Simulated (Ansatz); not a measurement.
**Lattice dynamics of LaAs (model cell, started as CsCl type)**

Aim: the vibrations of LaAs (model cell, started as CsCl type), their spectra, and whether the structure is stable.

Main program and level: Ansatz 0.2.0; DFT PBEsol, scalar-relativistic, plane waves, PAW.

Report form: the programs' logs are mostly left out.

The structure was built from a prototype and need not be the compound's stable phase.

### 1. Starting point

It takes space group Pm-3m (No. 221, cubic). The conventional cell has a = 3.699 Å, b = 3.699 Å, c = 3.699 Å, α = 90.00°, β = 90.00°, γ = 90.00°. Nearest to La lie 8 As at 3.20 Å. As has 8 La at 3.20 Å nearest. Farther neighbours are not listed.

### 2. Relaxation

Harmonic phonons are second derivatives at a point where the forces vanish, and they are wanted at zero stress, so atoms and cell are relaxed first.

input.yaml reads:

```yaml
crystal:
  lattice:
    - [3.69874, 0.0, 0.0]
    - [0.0, 3.69874, 0.0]
    - [0.0, 0.0, 3.69874]
  atoms:
    - { symbol: La, position: [0.0, 0.0, 0.0] }
    - { symbol: As, position: [0.5, 0.5, 0.5] }
kpoints:
  mp_grid: { grid: [10, 10, 10] }
hamiltonian:
  xc: pbesol
scf:
  occupations: { method: gaussian, width: 0.1 }
output:
  forces: true
  stress: true
  eigenvalues: true
relax:
  adjacent_minimum: "off"
  f_tol: 0.005
  max_steps: 80
  cell: { stress_tol: 0.05 }
```

The run is started by

```bash
> ansatz run input.yaml --threads 4 --pin off --max-ram 7168MiB --backend cpu --events-out ev --progress --plain --runs-dir out
```

It took 4 s on 4 threads of Arm Neoverse V2, shared host; peak memory 0.39 GiB; 14 s of CPU time.

The steps of the relaxation:

```csv
step,energy less that of the first step (eV),largest force component (eV/Å),pressure (GPa),volume (Å³)
1,0.0000,0.0000,-0.79,50.60
2,-0.0008,0.0000,0.54,49.69
3,-0.0014,0.0000,-0.01,50.06
4*,-0.0014,0.0000,-0.01,50.06
```

Relaxation steps marked * repeat the geometry before them on a plane-wave basis chosen anew for their cell, so energy and pressure can jump there.

The run keeps the 48 symmetry operations that it works with, so distortions that break them were not tested.

```csv
"conventional cell, symmetrised",before,after,change
a (Å),3.699,3.685,-0.4 %
b (Å),3.699,3.685,-0.4 %
c (Å),3.699,3.685,-0.4 %
volume (Å³/atom),25.30,25.03,-1.1 %
```

The relaxed structure:

```cif
data_structure
_symmetry_space_group_name_H-M 'P 1'
_symmetry_Int_Tables_number 1
_cell_length_a 3.6854
_cell_length_b 3.6854
_cell_length_c 3.6854
_cell_angle_alpha 90.000
_cell_angle_beta 90.000
_cell_angle_gamma 90.000
_cell_volume 50.06
loop_
_atom_site_label
_atom_site_type_symbol
_atom_site_fract_x
_atom_site_fract_y
_atom_site_fract_z
_atom_site_occupancy
La1 La 0.00000 0.00000 0.00000 1
As2 As 0.50000 0.50000 0.50000 1
```

This step gave:

| Property | Result |
| --- | --- |
| pressure | -0.009755 GPa |
| volume per atom | 25.03 Å³ |
| gap on the k-mesh | 0 eV |

In this step the volume went from 25.30 to 25.03 Å³/atom.

### 3. Relaxing to small forces for the phonons

Phonons need a cell at rest on their own settings, so the relaxation is repeated with tight tolerances on forces and stress on the k mesh and occupations of the first response run.

input.yaml reads:

```yaml
crystal:
  lattice:
    - [3.6854344254, 0.0, 0.0]
    - [0.0, 3.6854344254, 0.0]
    - [0.0, 0.0, 3.6854344254]
  atoms:
    - { symbol: La, position: [0.0, 0.0, 0.0] }
    - { symbol: As, position: [0.5, 0.5, 0.5] }
kpoints:
  mp_grid: { grid: [12, 12, 12] }
hamiltonian:
  xc: pbesol
scf:
  occupations: { method: methfessel_paxton, width: 0.15 }
output:
  forces: true
  stress: true
  eigenvalues: true
  write_density: true
  write_potential: true
  elf: true
  volumetric_format: npy
relax:
  adjacent_minimum: "off"
  f_tol: 0.001
  max_steps: 60
  cell: { stress_tol: 0.01 }
```

It took 5.5 s on 4 threads; peak memory 0.41 GiB.

Little changed from the start: no atom moved by 0.005 Å and no cell edge by 0.1 %.

Numbers from this step:

```yaml
pressure: 7.69e-6 GPa
```

Valence density in the ac plane at fractional y = 0.500, with atoms of As within 0.2 Å of it. It is the smooth field of the valence electrons, not physical close to the nuclei.

Ten steps, logarithmic in the rise over the least value, from '0' (0 e/Å³) to '9' (28 e/Å³), each cell a mean:
```
00000000000000
00000000000000
00000111110000
00011223221000
00012355532100
00013588752100
00113699853100
00013689852100
00012466532100
00011233321000
00001111111000
00000001000000
00000000000000
00000000000000
```
Columns run along a (3.7 Å), rows up along c (3.7 Å). Atoms in or near the plane, at fractional coordinates: As at (0.50, 0.50).

Electrostatic potential energy in the ac plane at fractional y = 0.500, with atoms of As within 0.2 Å of it. With pseudopotentials it is smooth inside the atoms' cores, unlike the true potential.

Ten even steps from '_' (-3 eV) to '@' (30 eV), each cell a mean:
```
======++++++++++++++++++====
====++++++++++++++++++++++==
++++++++====----====++++++++
++++++==--..______::--++++++
++++++==..__..::..__::==++++
++++++::__::##@@**..__==++++
++++++::__==@@@@@@::__--++++
++++++::__--%%@@##..__--++++
++++++--____--==::__..==++++
++++++==--________..--==++++
++++++++==--::::::====++++++
====++++++++++++++++++++++==
======++++++++++++++++++====
======++++++++++++++++++====
```
Columns run along a (3.7 Å; values clipped at the 3rd and 97th percentile), rows up along c (3.7 Å). Atoms in or near the plane, at fractional coordinates: As at (0.50, 0.50).

ELF in the ac plane at fractional y = 0.500, with atoms of As within 0.2 Å of it. It is the smooth field of the valence electrons, not physical close to the nuclei.

Values, 14 rows by 14 columns, each cell a mean:
```
0.04 0.05 0.09 0.17 0.24 0.30 0.33 0.34 0.32 0.29 0.22 0.14 0.08 0.05
0.06 0.09 0.16 0.31 0.43 0.52 0.55 0.55 0.54 0.50 0.41 0.26 0.14 0.08
0.10 0.16 0.30 0.52 0.63 0.66 0.66 0.66 0.66 0.66 0.61 0.45 0.26 0.14
0.16 0.26 0.47 0.66 0.69 0.68 0.65 0.63 0.65 0.68 0.69 0.61 0.41 0.22
0.21 0.33 0.55 0.68 0.68 0.62 0.51 0.46 0.54 0.64 0.68 0.66 0.50 0.29
0.24 0.37 0.59 0.67 0.64 0.48 0.26 0.21 0.31 0.54 0.65 0.66 0.54 0.32
0.24 0.38 0.60 0.66 0.61 0.39 0.19 0.20 0.21 0.46 0.63 0.66 0.55 0.34
0.24 0.38 0.60 0.67 0.63 0.44 0.22 0.19 0.26 0.51 0.65 0.66 0.55 0.33
0.22 0.34 0.57 0.68 0.67 0.59 0.44 0.39 0.48 0.62 0.68 0.66 0.52 0.30
0.18 0.27 0.49 0.67 0.69 0.67 0.63 0.61 0.64 0.68 0.69 0.63 0.43 0.24
0.12 0.19 0.36 0.58 0.67 0.68 0.67 0.66 0.67 0.68 0.66 0.52 0.31 0.17
0.07 0.10 0.19 0.36 0.49 0.57 0.60 0.60 0.59 0.55 0.47 0.30 0.16 0.09
0.05 0.06 0.10 0.19 0.27 0.34 0.38 0.38 0.37 0.33 0.26 0.16 0.09 0.05
0.04 0.05 0.07 0.12 0.18 0.22 0.24 0.24 0.24 0.21 0.16 0.10 0.06 0.04
```
Columns run along a (3.7 Å), rows up along c (3.7 Å). Atoms in or near the plane, at fractional coordinates: As at (0.50, 0.50).

The forces vanish by symmetry and the pressure is 0.000 GPa, within the tolerances set. The cell now holds 25.03 Å³/atom.

### 4. Zone-centre response

The zone centre comes first: it holds the modes that light can see, as far as symmetry allows. No field response is asked, since the mesh shows no gap.

input.yaml, the sections that differ from step 3:

```yaml
crystal:
  lattice:
    - [3.6857417172, 0.0, 0.0]
    - [0.0, 3.6857417172, 0.0]
    - [0.0, 0.0, 3.6857417172]
  atoms:
    - { symbol: La, position: [0.0, 0.0, 0.0] }
    - { symbol: As, position: [0.5, 0.5, 0.5] }
output:
  eigenvalues: true
phonons:
  method: dfpt
# kpoints, hamiltonian, scf: as in step 3
# relax: removed
```

The job ended after 16 s (4 threads; peak memory 0.86 GiB).

This step gave:

| Quantity | Value |
| --- | --- |
| sum-rule residual before enforcement | 1.21e-4 eV/Å² |
| point group | m-3m |
| highest optical mode at the zone centre (no LO-TO term) | 87.64 cm⁻¹ |
| lowest optical zone-centre mode | 87.64 cm⁻¹ |

Patterns of degenerate modes are one choice out of their space. The modes at Γ (shares of kinetic energy by element, %):

```csv
mode,frequency (cm⁻¹),symmetry,La %,As %
1,0.0,acoustic,65,35
2,0.0,acoustic,65,35
3,0.0,acoustic,65,35
4,87.6,T1u,35,65
5,87.6,T1u,35,65
6,87.6,T1u,35,65
```

Displacements in mode 6 (87.6 cm⁻¹), the largest set to 1:
```
La1  0.00  0.00 -0.54
As2  0.00  0.00  1.00
```

Before it was imposed, the acoustic sum rule was missed by 1.2e-4 eV/Å². Small misses are needed for a sound result but don't prove that mesh and cutoff are converged. The lowest optical mode is real, 87.6 cm⁻¹.

### 5. Response at finite wavevector

Stability and thermal properties need the whole zone. Linear response on a 4×4×4 q mesh gives force constants as far as a supercell of that size would.

input.yaml, as its differences from that of step 4:

```diff
@@ -18 +18,8 @@
   method: dfpt
+  qmesh: [4, 4, 4]
+  temperatures: { t_max: 1000, t_step: 50 }
+  qpath:
+    path:
+      - [[0.0, 0.0, 0.0], [0.0, 0.5, 0.0], [0.5, 0.5, 0.0], [0.0, 0.0, 0.0], [0.5, 0.5, 0.5], [0.0, 0.5, 0.0]]
+      - [[0.5, 0.5, 0.5], [0.5, 0.5, 0.0]]
+    npoints: 10
```

Wall time 7.7 min (4 threads); peak memory 2.5 GiB; 30 min of CPU time.

Numbers from this step:

- sum-rule residual before enforcement: 2.59e-5 eV/Å²
- lowest frequency on the path: -70.81 cm⁻¹
- highest frequency on the path or at a solved wavevector: 169.2 cm⁻¹
- lowest mode on the q mesh (acoustic modes at Γ apart): -70.05 cm⁻¹

Frequencies (cm⁻¹) solved at each irreducible wavevector; negative means imaginary. Frequencies by wavevector, by row:

```csv
q in reciprocal lattice units,star,mode 1,mode 2,mode 3,mode 4,mode 5,mode 6
0 0 0,1,0,0,0,87.6,87.6,87.6
0 0 0.25,6,-46.6,-46.6,84,97.2,97.2,149.3
0 0 -0.5,3,-63.4,-63.4,103.8,103.8,119,169.2
0 0.25 0.25,12,-64.8,65.9,77.3,94.7,137.4,147.4
0 0.25 -0.5,12,-67.5,66.5,87.5,102,137.8,159.4
0 -0.5 -0.5,3,-70,62.2,91.6,91.6,157.1,157.1
0.25 0.25 0.25,8,68.3,68.3,72.9,135.6,135.6,139.2
0.25 0.25 -0.5,12,59.8,68.9,93,130.6,131.4,154.3
0.25 -0.5 -0.5,6,65.5,93,93,113.7,146.9,146.9
-0.5 -0.5 -0.5,1,102.5,102.5,102.5,142.1,142.1,142.1
```

Interpolated from a 4×4×4 q mesh. Phonon branches along the path, in cm⁻¹:

```csv
point,branch 1,branch 2,branch 3,branch 4,branch 5,branch 6
Γ,0,0,0,88,88,88
halfway,-47,-47,84,97,97,149
X,-63,-63,104,104,119,169
halfway,-68,66,88,102,138,159
M,-70,62,92,92,157,157
halfway,-65,66,77,95,137,147
Γ,0,0,0,88,88,88
halfway,68,68,73,136,136,139
R,102,102,102,142,142,142
halfway,60,69,93,131,131,154
X,-63,-63,104,104,119,169
jump to R,102,102,102,142,142,142
halfway,66,93,93,114,147,147
M,-70,62,92,92,157,157
```

Tetrahedra on a 20×20×20 mesh, mean over bins of 2 cm-1. Interpolated from a 4×4×4 q mesh. The phonon density of states by wavenumber; read off at these points:

wavenumber (cm⁻¹), phonon density of states (1/cm⁻¹/cell) and a bar:
```
    -71.0      0.001 
    -65.0      0.020 #####
    -61.0      0.025 #######
    -59.0      0.023 ######
    -51.0      0.017 ####
    -45.0      0.014 ####
    -39.0      0.011 ###
    -33.0      0.010 ###
    -25.0      0.008 ##
    -19.0      0.006 ##
    -13.0      0.006 #
     -7.0      0.005 #
      1.0      0.005 #
      7.0      0.005 #
     13.0      0.005 #
     19.0      0.006 #
     27.0      0.006 ##
     33.0      0.007 ##
     39.0      0.008 ##
     45.0      0.011 ###
     53.0      0.015 ####
     59.0      0.015 ####
     65.0      0.018 #####
     71.0      0.024 ######
     79.0      0.037 ##########
     85.0      0.045 ############
     91.0      0.107 ##############################
     93.0      0.109 ##############################
     97.0      0.081 ######################
    105.0      0.045 ############
    111.0      0.030 ########
    117.0      0.033 #########
    123.0      0.033 #########
    131.0      0.033 #########
    137.0      0.038 ##########
    143.0      0.061 #################
    149.0      0.062 #################
    155.0      0.069 ###################
    157.0      0.047 #############
    163.0      0.021 #####
    169.0      0.003 #
```

The partial phonon density of states has structure finer than the step of the table below, so its rows give means over 10 cm⁻¹, whole bins alone (the curve runs from -80.7 to 184 cm⁻¹). Peaks (cm⁻¹: height): As 99.2: 0.0415, 115.9: 0.0325, 129.2: 0.0346, 149.2: 0.0572; La -62.4: 0.0313, -37.4: 0.0230, 45.9: 0.0278, 70.9: 0.0432, 90.9: 0.0623.

Phonopy on the run's constants, 15x15x15 mesh, Gaussian sigma 2.0 cm-1. Interpolated from a 4×4×4 q mesh. Partial phonon density of states against wavenumber; means over each step; values in 1/cm⁻¹/cell:

```csv
wavenumber (cm⁻¹),As,La
-70,2.5e-4,0.00915
-60,7.8e-4,0.0257
-50,6.2e-4,0.0101
-40,7.4e-4,0.0149
-30,9.6e-4,0.0154
-20,5.0e-4,0.00505
-10,4.7e-4,0.00235
0,9.4e-5,4.9e-4
10,2.4e-4,0.00150
20,5.7e-4,0.00289
30,5.1e-4,0.00264
40,8.5e-4,0.0145
50,0.00184,0.0186
60,0.00117,0.00559
70,0.00576,0.0261
80,0.0100,0.0225
90,0.0309,0.0502
100,0.0384,0.0285
110,0.0240,0.00871
120,0.0224,0.00878
130,0.0274,0.00684
140,0.0415,0.00712
150,0.0537,0.00894
160,0.0311,0.00304
170,0.00521,1.5e-4
```

Second derivatives of the energy by pair, one row for each kind of neighbour of each atom listed. Each entry sums the pair over the periodic images of the supercell that the q mesh stands for, and in a polar crystal it holds the long-range dipole part too. Force constants by pair, by row:

```csv
atom,neighbour,distance (Å),third of the trace (eV/Å²),along the pair's line (eV/Å²)
La1,itself,0,2.769,–
La1,As,3.192,-0.3095,-0.8786
La1,La,3.686,-0.4374,-1.952
La1,La,5.212,0.0622,0.1109
La1,As,6.112,0.0468,0.1071
La1,La,6.384,0.0599,0.1261
La1,La,7.371,-0.1035,-0.3211
As2,itself,0,4.379,–
As2,La,3.192,-0.3095,-0.8786
As2,As,3.686,-0.1811,-0.9716
As2,As,5.212,-0.0514,-0.1227
As2,La,6.112,0.0468,0.1071
As2,As,6.384,-0.0933,-0.277
As2,As,7.371,-0.1129,-0.2593
```

Symmetry leaves 10 wavevectors to solve. The lowest mode among them, the acoustic zeros apart, lies at q = (0, -0.5, -0.5) and is imaginary, 70.0i cm⁻¹, so the energy falls along it.

### 6. What came out

```json
{
  "space group after relaxation (within 0.01 Å)": "Pm-3m",
  "volume per atom": "25.0 Å³",
  "electronic character": "no gap on this mesh",
  "highest optical mode at the zone centre (no LO-TO term)": "87.6 cm⁻¹",
  "lowest optical zone-centre mode": "87.6 cm⁻¹",
  "lowest mode on the q mesh (acoustic modes at Γ apart)": "-70.0 cm⁻¹",
  "highest frequency on the path or at a solved wavevector": "169 cm⁻¹",
  "imaginary modes on the 4×4×4 q mesh": "yes"
}
```

In words: Modes are clearly imaginary (beyond 10i cm⁻¹) at 5 of the 10 irreducible wavevectors, most at q = (0, -0.5, -0.5) (70.0i cm⁻¹), so this structure is not a minimum of the energy. The optical modes at Γ form one degenerate level at 88 cm⁻¹. The highest mode in this list at Γ, 87.6 cm⁻¹, has its largest share on As (65 % of the kinetic energy). With no gap, or one that is small against the smearing, the frequencies hang on the k mesh and the smearing, most of all near Kohn anomalies. A semilocal functional can close a gap that the real compound would have, so the metallic treatment may be an artefact of the level. Spin-orbit coupling is left out, which can matter for the heavy elements here. A phonon run warned that its eigensolver left some bands unconverged in a pass. The starting cell was built on a prototype and not taken from a measurement, so the phase need not exist. These are harmonic frequencies at zero temperature: anharmonic shifts, linewidths and thermal expansion are left out.

[Logs are printed without paths, hosts, clocks, repeated set-up lines and the standing remarks that a program may print on its own settings, such as how far it seeks lower states.]

[Hosts, paths, dates, database ids (printed as entryN), source tags and the programs' standing remarks are cut or masked in the printed files.]
